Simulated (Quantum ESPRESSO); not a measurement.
## E(M) of FePt

How stiff is the total moment of FePt, and does E(M) have further minima?

Method: PBE; plane waves with GBRV 1.5 PBE potentials, no spin-orbit coupling, in Quantum ESPRESSO 7.5.

Report form: the programs' logs are mostly left out.

### 1. The starting structure

The structure is tetragonal, space group P4/mmm (No. 123). Conventional cell: a = 2.724 Å, b = 2.724 Å, c = 3.713 Å, α = 90.00°, β = 90.00°, γ = 90.00°. Nearest to Fe lie 8 Pt at 2.68 Å and 4 Fe at 2.72 Å. Nearest to Pt lie 8 Fe at 2.68 Å and 4 Pt at 2.72 Å. Farther neighbours are not listed.

The lattice constants were typed from memory of published values and not checked against a source.

### 2. No moment imposed

Contents of pw.in:

```
&CONTROL
  calculation = 'scf'
  prefix = 'pwscf'
  outdir = './tmp'
  pseudo_dir = './pseudo'
  disk_io = 'nowf'
/
&SYSTEM
  ibrav = 0
  celldm(1) = 8
  nat = 2
  ntyp = 2
  ecutwfc = 40
  ecutrho = 280
  nbnd = 24
  occupations = 'smearing'
  smearing = 'fd'
  degauss = 0.00367493
  nspin = 2
  starting_magnetization(1) = 0.175
  starting_magnetization(2) = 0
/
&ELECTRONS
  conv_thr = 4d-09
  electron_maxstep = 150
  mixing_beta = 0.3
/
ATOMIC_SPECIES
Fe     55.8450 fe_pbe_v1.5.uspp.F.UPF
Pt    195.0840 pt_pbe_v1.4.uspp.F.UPF
CELL_PARAMETERS alat
   0.6433985968878    0.0000000000000    0.0000000000000
   0.0000000000000    0.6433985968878    0.0000000000000
   0.0000000000000    0.0000000000000    0.8770691375919
ATOMIC_POSITIONS crystal
Fe      0.0000000000    0.0000000000    0.0000000000
Pt      0.5000000000    0.5000000000    0.5000000000
K_POINTS automatic
14 14 14 0 0 0
```

Run with:

```sh
$ OMP_NUM_THREADS=1 mpirun -n 4 pw.x -nk 4 -in pw.in > pw.out
```

It took 1.9 min on 4 MPI ranks of Intel Xeon at 2.50GHz (Skylake/Cascade Lake), shared host; peak memory 0.45 GiB.

Spin moment in the atom's sphere by atom:

```csv
atom,spin moment in the atom's sphere (μB)
Fe1,3.00
Pt2,0.39
```

Read from the output:

```yaml
smearing_term_ts: 0.01057 eV
magnetization: 3.321 μB
absolute_magnetization: 3.509 μB
final_state: ferromagnetic
```

### 3. Moment fixed at 0 μB

The two spin channels are filled to separate Fermi energies, so that the total moment meets the target. Half of the up one less the down one is the slope dE/dM.

pw.in: that of step 2 with these lines changed.

```diff
@@ -14,3 +14,3 @@
   ecutrho = 280
-  nbnd = 24
+  nbnd = 25
   occupations = 'smearing'
@@ -19,4 +19,5 @@
   nspin = 2
-  starting_magnetization(1) = 0.175
+  starting_magnetization(1) = 0.0088
   starting_magnetization(2) = 0
+  tot_magnetization = 0
 /
```

Wall time 2.1 min (4 MPI ranks); peak memory 0.46 GiB; 8.3 min of CPU time.

This step gave:

* magnetization: 0 μB
* absolute magnetization: 0 μB
* half the difference of the two Fermi energies: -0.1 meV
* largest moment: 0 μB

### 4. Moment fixed at 0.408 μB

pw.in: that of step 3 with these lines changed.

```diff
@@ -14,3 +14,3 @@
   ecutrho = 280
-  nbnd = 25
+  nbnd = 26
   occupations = 'smearing'
@@ -19,5 +19,5 @@
   nspin = 2
-  starting_magnetization(1) = 0.0088
+  starting_magnetization(1) = 0.0255
   starting_magnetization(2) = 0
-  tot_magnetization = 0
+  tot_magnetization = 0.408
 /
```

Run time: 2.2 min. Hardware: 4 MPI ranks; peak memory 0.47 GiB.

Spin moment in the atom's sphere by atom:

```csv
atom,spin moment in the atom's sphere (μB)
Fe1,0.444
Pt2,-0.015
```

This step gave:

* magnetization: 0.408 μB
* absolute magnetization: 0.492 μB
* half the difference of the two Fermi energies: -87.2 meV

### 5. Moment fixed at 0.815 μB

pw.in: that of step 4 with these lines changed.

```diff
@@ -19,5 +19,5 @@
   nspin = 2
-  starting_magnetization(1) = 0.0255
+  starting_magnetization(1) = 0.0509
   starting_magnetization(2) = 0
-  tot_magnetization = 0.408
+  tot_magnetization = 0.815
 /
```

The job ended after 2.3 min (4 MPI ranks; peak memory 0.47 GiB).

Read from the output:

| Property | Result |
| --- | --- |
| magnetization | 0.815 μB |
| absolute magnetization | 0.954 μB |
| half the difference of the two Fermi energies | -162.6 meV |
| largest moment | 0.8693 μB |

### 6. All moments

The runs not shown differ in the target, the start and the number of states alone. The point at 3.32 μB is the free run, entered with slope zero.

Energy over the lowest against total spin moment:

```csv
total spin moment (μB a cell),energy over the lowest (meV a cell)
0.00,793
0.41,775
0.81,724
1.22,642
1.63,525
2.04,378
2.44,221
2.85,79.1
3.26,1.62
3.32,0
3.67,48.8
4.08,271
4.48,701
```

Table of dE/dM by total spin moment:

```csv
total spin moment (μB a cell),dE/dM (meV/μB)
0.00,-0.0602
0.41,-87.2
0.81,-163
1.22,-243
1.63,-330
2.04,-382
2.44,-380
2.85,-298
3.26,-52.6
3.32,0
3.67,287
4.08,822
4.48,1279
```

Table of largest site moment by total spin moment:

```csv
total spin moment (μB a cell),largest site moment (μB)
0.00,8.5e-5
0.41,0.444
0.81,0.869
1.22,1.30
1.63,1.73
2.04,2.11
2.44,2.43
2.85,2.71
3.26,2.96
3.32,3.00
3.67,3.18
4.08,3.37
4.48,3.53
```

### 7. Outcome

| Item | Value |
| --- | --- |
| moment of the free run | 3.32 μB a cell |
| energy at zero total moment | 793 meV a cell over the lowest |
| ΔE/ΔM² from the lowest point to 3.67 and to 2.85 μB | 404 and 362 meV/μB² |

In words: At zero total moment the site moments vanish, so the 793 meV a cell is the energy of forming them. The points show one minimum alone. The cell holds one seeded atom, so opposed orders, which may lie lower, cannot form in it.

[Logs and program files are shortened in this print: banners, set-up blocks, solver, clock and traceback lines can be left out without a mark of their own.]

[Logs are printed without paths, hosts, clocks, repeated set-up lines and the standing remarks that a program may print on its own settings, such as how far it seeks lower states.]

[Hosts, paths, dates, database ids (printed as entryN), source tags and the programs' standing remarks are cut or masked in the printed files.]

[Where a cell is said to come from a database of computed structures, the database is the Materials Project.]
